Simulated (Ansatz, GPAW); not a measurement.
# A 4-layer slab of W(100): work function by functional and basis, part 3 of 3

How far do functional and basis move the work function of a 4-layer slab of W(100)?

GPAW 26.7.0 and Ansatz 0.2.0; GPAW, PAW setups; slab in vacuum (the session's first sound run).

So far, upper work function (eV): step 2 (relaxing the atoms, PBE, GPAW) 4.10; step 4 (self-consistent run: xc = "LDA") 4.39; step 5 (OptPBE vdW: xc = "optPBE-vdW", GPAW, PAW setups, GPAW) 4.32; step 6 (self-consistent run: xc = "vdW-DF2", GPAW, PAW setups, GPAW) 4.49; step 7 (real-space grid: mode = "fd", PBE, GPAW) 4.10.

### Step 8. Atomic orbitals: mode = "lcao"

Atom-centred orbitals end a few angstrom from the surface, which tests how much the density's tail matters.

File run.py:

```python
import json
import numpy as np
from ase import Atoms
from gpaw import GPAW

slab = Atoms(
    ['W', 'W', 'W', 'W'],
    positions=[
        [1.58000, 1.58000, 7.00000],
        [0.00000, 0.00000, 8.58000],
        [1.58000, 1.58000, 10.25842],
        [-0.00000, -0.00000, 11.66702]],
    cell=[[3.16, 0.0, 0.0], [0.0, 3.16, 0.0], [0.0, 0.0, 18.74]],
    pbc=[True, True, False])

slab.calc = GPAW(mode='lcao', basis='dzp', h=0.18, xc='PBE', kpts={'size': (10, 10, 1), 'gamma': True},
                 occupations={'name': 'fermi-dirac', 'width': 0.1}, nbands='120%',
                 convergence={'density': 1e-05}, maxiter=200,
                 poissonsolver={'dipolelayer': 'xy'},
                 symmetry={'tolerance': 1e-3}, txt='slab.txt')
result = {}
energy = slab.get_potential_energy()
fermi = slab.calc.get_fermi_level()
v = slab.calc.get_electrostatic_potential().mean((0, 1)) - fermi
n = slab.calc.get_pseudo_density().mean((0, 1))
L = slab.cell[2, 2]
z = np.arange(len(v)) * L / len(v)
low, high = slab.positions[:, 2].min(), slab.positions[:, 2].max()
below, above = np.interp([low - 4.8, high + 4.8], z, v)
slopes = [np.interp(x, z, np.gradient(v, z)) for x in (low - 4.8, high + 4.8)]
eps = np.array([[slab.calc.get_eigenvalues(k, s) for k in range(len(slab.calc.get_ibz_k_points()))]
                for s in range(slab.calc.get_number_of_spins())]) - fermi
top, bottom = eps[eps < 0].max(), eps[eps > 0].min()
dipole = slab.get_dipole_moment()[2]
print(f'energy {energy:.4f} eV, Fermi level {fermi:.4f} eV, dipole {dipole:.5f} e A')
print(f'potential 4.8 A off the faces, from the Fermi level: lower {below:.4f} eV, upper {above:.4f} eV')
print(f'slope of the potential there: lower {slopes[0]:.5f}, upper {slopes[1]:.5f} eV/A')
print(f'nearest levels on the mesh: {top:.4f} and {bottom:.4f} eV')
print('magnetic moment', round(slab.get_magnetic_moment(), 3))
result.update(energy=energy, fermi=fermi, dipole=dipole, below=below, above=above, slopes=slopes, edges=[top, bottom],
              z=z.tolist(), v=v.tolist(), n=n.tolist(), positions=slab.positions.tolist(),
              forces=slab.get_forces(apply_constraint=False).tolist(), moments=slab.get_magnetic_moments().tolist())
json.dump(result, open('result.json', 'w'))
```

Started as:

```bash
$ OMP_NUM_THREADS=1 OPENBLAS_NUM_THREADS=1 python run.py
```

Elapsed: 9.9 min, on 1 thread of Arm Neoverse V1, shared host; peak memory 0.34 GiB.

Numbers from this step:

```
dipole along the normal                    : 0.004842 e·Å
levels nearest the Fermi level on the mesh : -0.03070, 0.005849 eV from the Fermi level
upper work function                        : 4.076 eV
lower work function                        : 4.164 eV
```

Table of electrostatic potential energy of an electron (without an applied field's), less the Fermi level, planar mean by z:

```
z (Å)  electrostatic potential energy of an electron (without an applied field's), less the Fermi level, planar mean (eV)
  0.0                                                                                                                4.12
  0.5                                                                                                                4.16
  1.0                                                                                                                4.16
  1.5                                                                                                                4.16
  2.0                                                                                                                4.16
  2.5                                                                                                                4.16
  3.0                                                                                                                4.16
  3.5                                                                                                                4.15
  4.0                                                                                                                4.11
  4.5                                                                                                                4.00
  5.0                                                                                                                3.66
  5.5                                                                                                                2.63
  6.0                                                                                                              -0.482
  6.5                                                                                                               -9.66
  7.0                                                                                                               -19.8
  7.5                                                                                                               -11.6
  8.0                                                                                                               -10.2
  8.5                                                                                                               -20.0
  9.0                                                                                                               -13.4
  9.5                                                                                                               -7.84
 10.0                                                                                                               -17.3
 10.5                                                                                                               -18.4
 11.0                                                                                                               -11.9
 11.5                                                                                                               -19.3
 12.0                                                                                                               -14.3
 12.5                                                                                                               -2.51
 13.0                                                                                                                1.94
 13.5                                                                                                                3.37
 14.0                                                                                                                3.84
 14.5                                                                                                                4.00
 15.0                                                                                                                4.05
 15.5                                                                                                                4.07
 16.0                                                                                                                4.08
 16.5                                                                                                                4.08
 17.0                                                                                                                4.08
 17.5                                                                                                                4.08
 18.0                                                                                                                4.08
 18.5                                                                                                                4.08
```

The upper face's work function is 4.076 eV, against 4.100 eV in the first plane-wave PBE run at this geometry.

### Step 9. Cost and result by level

Times are for 1 thread of Arm Neoverse V1, shared host. The runs compared:

```
no.         run  upper work function (eV)  lower work function (eV)     time  memory (GiB)
  1          pw                     4.100                     4.182     84 s          0.22
  2         LDA                     4.395                     4.467     83 s          0.22
  3  optPBE vdW                     4.320                     4.386     94 s          0.33
  4     vdW DF2                     4.487                     4.543    2 min          0.33
  5          fd                     4.099                     4.181  5.7 min          0.77
  6        lcao                     4.076                     4.164  9.9 min          0.34
```

### Step 10. A second plane-wave code

A second program with its own datasets checks the number independently.

This step: Ansatz plane waves; slab in vacuum with a dipole correction; PAW set soft_1 (Ansatz 0.2.0).

File input.yaml:

```yaml
crystal:
  lattice:
    - [3.16, 0.0, 0.0]
    - [0.0, 3.16, 0.0]
    - [0.0, 0.0, 18.74]
  atoms:
    - { symbol: W, position: [0.5, 0.5, 0.3735325507] }
    - { symbol: W, position: [0.0, 0.0, 0.4578441836] }
    - { symbol: W, position: [0.5, 0.5, 0.5474075226] }
    - { symbol: W, position: [0.0, 0.0, 0.6225732733] }
kpoints:
  mp_grid: { grid: [10, 10, 1] }
hamiltonian:
  xc: pbe
  pseudopotentials: { kind: paw, azcp: { folder: soft_1 } }
scf:
  occupations: { method: fermi_dirac, width: 0.1 }
efield:
  axis: 3
  dipole_correction: true
  ramp_width: 0.05
output:
  forces: true
  write_potential: true
  write_density: true
  volumetric_format: npy
```

Started as:

```bash
$ ansatz run input.yaml --threads 4 --pin off --max-ram 8192MiB --backend cpu --events-out ev --progress --plain --runs-dir out
```

It took 5 s on 4 threads; peak memory 0.55 GiB.

This step gave:

* free energy: -41538.5827 eV
* smearing term TS: 0.1713 eV
* symmetry operations: 8
* upper work function: 4.098 eV
* lower work function: 4.179 eV
* dipole along the normal: 0.004462 e·Å
* dipole field: 0.004315 V/Å
* vacuum level above: 8.998 eV
* vacuum level below: 9.079 eV

Table of electrostatic potential energy of an electron (with the applied field's), less the Fermi level, planar mean by z:

```
z (Å)  electrostatic potential energy of an electron (with the applied field's), less the Fermi level, planar mean (eV)
  0.0                                                                                                              4.14
  0.5                                                                                                              4.18
  1.0                                                                                                              4.18
  1.5                                                                                                              4.18
  2.0                                                                                                              4.18
  2.5                                                                                                              4.18
  3.0                                                                                                              4.17
  3.5                                                                                                              4.16
  4.0                                                                                                              4.12
  4.5                                                                                                              4.00
  5.0                                                                                                              3.65
  5.5                                                                                                              2.60
  6.0                                                                                                            -0.539
  6.5                                                                                                             -8.35
  7.0                                                                                                             -12.1
  7.5                                                                                                             -10.2
  8.0                                                                                                             -9.70
  8.5                                                                                                             -12.5
  9.0                                                                                                             -10.8
  9.5                                                                                                             -8.18
 10.0                                                                                                             -12.0
 10.5                                                                                                             -12.7
 11.0                                                                                                             -12.0
 11.5                                                                                                             -12.6
 12.0                                                                                                             -10.5
 12.5                                                                                                             -2.86
 13.0                                                                                                              1.90
 13.5                                                                                                              3.36
 14.0                                                                                                              3.85
 14.5                                                                                                              4.02
 15.0                                                                                                              4.07
 15.5                                                                                                              4.09
 16.0                                                                                                              4.09
 16.5                                                                                                              4.10
 17.0                                                                                                              4.10
 17.5                                                                                                              4.10
 18.0                                                                                                              4.10
 18.5                                                                                                              4.12
```

Valence density, planar mean against z:

z (Å), valence density, planar mean (e/Å³) and a bar:
```
      2.5       0.00 
      3.0       0.00 
      3.5       0.00 
      4.0       0.00 
      4.5       0.00 
      5.0       0.01 
      5.5       0.04 #
      6.0       0.14 ####
      6.5       0.66 ##################
      7.0       1.11 ##############################
      7.5       0.79 #####################
      8.0       0.71 ###################
      8.5       1.12 ##############################
      9.0       0.86 #######################
      9.5       0.51 ##############
     10.0       1.04 ############################
     10.5       1.09 #############################
     11.0       0.76 ####################
     11.5       1.11 ##############################
     12.0       0.92 #########################
     12.5       0.24 ######
     13.0       0.06 ##
     13.5       0.02 #
     14.0       0.01 
     14.5       0.00 
     15.0       0.00 
     15.5       0.00 
     16.0       0.00
```

Force by atom:

```
atom  x (eV/Å)  y (eV/Å)  z (eV/Å)  size
  W1      0.00      0.00      1.77  1.77
  W2      0.00      0.00     -1.75  1.75
  W3      0.00      0.00      0.01  0.01
  W4      0.00      0.00     -0.03  0.03
```

The upper face's work function is 4.098 eV, against 4.100 eV in the first plane-wave PBE run at this geometry.

### Step 11. Side by side

Results and costs are gathered.

This step: comparison of work functions, dipole and cost; PAW set soft_1 (GPAW 26.7.0).

Ladder, by row:

```
      step    code  work function, upper (eV)  work function, lower (eV)  dipole (e Å)  wall time (s)  peak memory (GiB)  threads
        pw    GPAW                        4.1                      4.182      0.004595          84.26               0.22        1
       LDA    GPAW                      4.395                      4.467      0.004046          82.52               0.22        1
optPBE-vdW    GPAW                       4.32                      4.386      0.003684           93.7               0.33        1
   vdW-DF2    GPAW                      4.487                      4.543      0.003134          122.4               0.33        1
        fd    GPAW                      4.099                      4.181      0.004532          339.4               0.77        1
      lcao    GPAW                      4.076                      4.164      0.004842          592.7               0.34        1
    ansatz  Ansatz                      4.098                      4.179      0.004462           4.95              0.552        4
```

### Step 12. Summary of results

```json
{
  "work function, upper and lower face": "4.100 and 4.182 eV",
  "dipole along the normal": "0.00460 e Å"
}
```

In words: With plane waves and PBE the work function is 4.10 eV on the upper face and 4.18 eV on the lower. The two faces differ by 0.082 eV, the step that the slab's dipole makes (e p/(ε0 A) gives 0.083 eV), so the dipole layer is needed. The lowest atoms were held at bulk positions, which alone makes the faces unlike. Over the sound runs of the table the upper face's work function spans 4.076 (lcao) to 4.487 eV (vdW-DF2). The two plane-wave codes differ by 0.0020 eV on the upper face. The slab is only 4.7 Å thick between its outer nuclei, so the values belong to this film more than to the surface of the bulk metal. The in-plane lattice was kept as typed, which isn't the functional's own and leaves some strain; spin-orbit coupling and temperature are left out.

[Logs are printed without paths, hosts, clocks, repeated set-up lines and the standing remarks that a program may print on its own settings, such as how far it seeks lower states.]

[Hosts, paths, dates, database ids (printed as entryN), source tags and the programs' standing remarks are cut or masked in the printed files.]
